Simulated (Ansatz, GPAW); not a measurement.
# Si/V(110): work function by functional and basis, part 2 of 3

How far do functional and basis move the work function of Si/V(110)?

GPAW 26.7.0 and Ansatz 0.2.0; GPAW, PAW setups; slab in vacuum (the session's first sound run).

So far, upper work function (eV): step 2 (relaxation, PBE, GPAW) 5.10; step 4 (self-consistent run: xc = "vdW-DF2", GPAW, PAW setups, GPAW) 5.30; step 5 (self-consistent run: xc = "RPBE") 5.03; step 6 (OptPBE vdW: xc = "optPBE-vdW", GPAW, PAW setups, GPAW) 5.24; step 7 (real-space grid: mode = "fd", PBE, GPAW) 5.11.

### Step 8. Atomic orbitals: mode = "lcao"

Atom-centred orbitals end a few angstrom from the surface, which tests how much the density's tail matters.

Input file run.py:

```python
import json
import numpy as np
from ase import Atoms
from gpaw import GPAW

slab = Atoms(
    ['V', 'V', 'V', 'V', 'Si'],
    positions=[
        [0.00000, 0.00000, 9.00000],
        [2.13546, 0.00000, 11.13546],
        [0.00000, 0.00000, 13.23503],
        [2.13546, -0.00000, 15.33236],
        [-0.00000, 0.00000, 17.41964]],
    cell=[[2.13546, -1.51, 0.0], [2.13546, 1.51, 0.0], [0.0, 0.0, 26.73101]],
    pbc=[True, True, False])

slab.calc = GPAW(mode='lcao', basis='dzp', h=0.18, xc='PBE', kpts={'size': (13, 13, 1), 'gamma': True},
                 occupations={'name': 'fermi-dirac', 'width': 0.1}, nbands='120%',
                 convergence={'density': 1e-05}, maxiter=200,
                 poissonsolver={'dipolelayer': 'xy'},
                 symmetry={'tolerance': 1e-3}, txt='slab.txt')
result = {}
energy = slab.get_potential_energy()
fermi = slab.calc.get_fermi_level()
v = slab.calc.get_electrostatic_potential().mean((0, 1)) - fermi
n = slab.calc.get_pseudo_density().mean((0, 1))
L = slab.cell[2, 2]
z = np.arange(len(v)) * L / len(v)
low, high = slab.positions[:, 2].min(), slab.positions[:, 2].max()
below, above = np.interp([low - 6.8, high + 6.8], z, v)
slopes = [np.interp(x, z, np.gradient(v, z)) for x in (low - 6.8, high + 6.8)]
eps = np.array([[slab.calc.get_eigenvalues(k, s) for k in range(len(slab.calc.get_ibz_k_points()))]
                for s in range(slab.calc.get_number_of_spins())]) - fermi
top, bottom = eps[eps < 0].max(), eps[eps > 0].min()
dipole = slab.get_dipole_moment()[2]
print(f'energy {energy:.4f} eV, Fermi level {fermi:.4f} eV, dipole {dipole:.5f} e A')
print(f'potential 6.8 A off the faces, from the Fermi level: lower {below:.4f} eV, upper {above:.4f} eV')
print(f'slope of the potential there: lower {slopes[0]:.5f}, upper {slopes[1]:.5f} eV/A')
print(f'nearest levels on the mesh: {top:.4f} and {bottom:.4f} eV')
print('magnetic moment', round(slab.get_magnetic_moment(), 3))
result.update(energy=energy, fermi=fermi, dipole=dipole, below=below, above=above, slopes=slopes, edges=[top, bottom],
              z=z.tolist(), v=v.tolist(), n=n.tolist(), positions=slab.positions.tolist(),
              forces=slab.get_forces(apply_constraint=False).tolist(), moments=slab.get_magnetic_moments().tolist())
json.dump(result, open('result.json', 'w'))
```

Run with:

```sh
> OMP_NUM_THREADS=1 OPENBLAS_NUM_THREADS=1 python run.py
```

Output:

```text
energy -36.8743 eV, Fermi level -4.9005 eV, dipole -0.01031 e A
potential 6.8 A off the faces, from the Fermi level: lower 4.7558 eV, upper 5.0451 eV
slope of the potential there: lower 0.00000, upper 0.00000 eV/A
nearest levels on the mesh: -0.0019 and 0.0012 eV
magnetic moment 0.0
```

It took 49 min on 1 thread of Arm Neoverse V1, shared host; peak memory 0.42 GiB.

Numbers from this step:

```
dipole along the normal                    : -0.01031 e·Å
levels nearest the Fermi level on the mesh : -0.001924, 0.001248 eV from the Fermi level
upper work function                        : 5.045 eV
lower work function                        : 4.756 eV
```

The electrostatic potential energy of an electron (without an applied field's), less the Fermi level, planar mean by z:

z (Å), electrostatic potential energy of an electron (without an applied field's), less the Fermi level, planar mean (eV) and a bar from the least value:
```
      0.0        4.9 ##############################
      0.5        4.8 ##############################
      1.0        4.8 ##############################
      1.5        4.8 ##############################
      2.0        4.8 ##############################
      2.5        4.8 ##############################
      3.0        4.8 ##############################
      3.5        4.8 ##############################
      4.0        4.8 ##############################
      4.5        4.8 ##############################
      5.0        4.8 ##############################
      5.5        4.7 ##############################
      6.0        4.7 ##############################
      6.5        4.6 #############################
      7.0        4.2 #############################
      7.5        3.0 ############################
      8.0       -0.3 ########################
      8.5       -9.6 ############
      9.0      -19.9 
      9.5       -9.2 #############
     10.0       -1.2 ######################
     10.5       -5.7 #################
     11.0      -18.6 ##
     11.5      -13.0 ########
     12.0       -2.2 #####################
     12.5       -3.9 ###################
     13.0      -16.5 ####
     13.5      -15.7 #####
     14.0       -3.4 ####################
     14.5       -2.5 #####################
     15.0      -13.9 #######
     15.5      -18.1 ##
     16.0       -5.6 #################
     16.5       -2.3 #####################
     17.0      -11.7 ##########
     17.5      -19.9 
     18.0       -6.7 ################
     18.5        1.7 ##########################
     19.0        4.3 #############################
     19.5        4.9 ##############################
     20.0        5.0 ##############################
     20.5        5.0 ##############################
     21.0        5.0 ##############################
     21.5        5.0 ##############################
     22.0        5.0 ##############################
     22.5        5.0 ##############################
     23.0        5.0 ##############################
     23.5        5.0 ##############################
     24.0        5.0 ##############################
     24.5        5.0 ##############################
     25.0        5.0 ##############################
     25.5        5.0 ##############################
     26.0        5.0 ##############################
     26.5        5.0 ##############################
```

The upper face's work function is 5.045 eV, against 5.106 eV in the first plane-wave PBE run at this geometry.

### Step 9. The ladder

Times are for 1 thread of Arm Neoverse V1, shared host. Results by setting:

| no. | run | upper work function (eV) | lower work function (eV) | time | memory (GiB) |
| --- | --- | --- | --- | --- | --- |
| 1 | pw | 5.106 | 4.776 | 6.1 min | 0.34 |
| 2 | vdW DF2 | 5.300 | 4.973 | 6.4 min | 0.47 |
| 3 | RPBE | 5.033 | 4.655 | 5.8 min | 0.34 |
| 4 | optPBE vdW | 5.243 | 4.904 | 6.9 min | 0.47 |
| 5 | fd | 5.107 | 4.775 | 19 min | 1.3 |
| 6 | lcao | 5.045 | 4.756 | 49 min | 0.42 |

[end of part 2 of 3]

[Logs are printed without paths, hosts, clocks, repeated set-up lines and the standing remarks that a program may print on its own settings, such as how far it seeks lower states.]

[Hosts, paths, dates, database ids (printed as entryN), source tags and the programs' standing remarks are cut or masked in the printed files.]
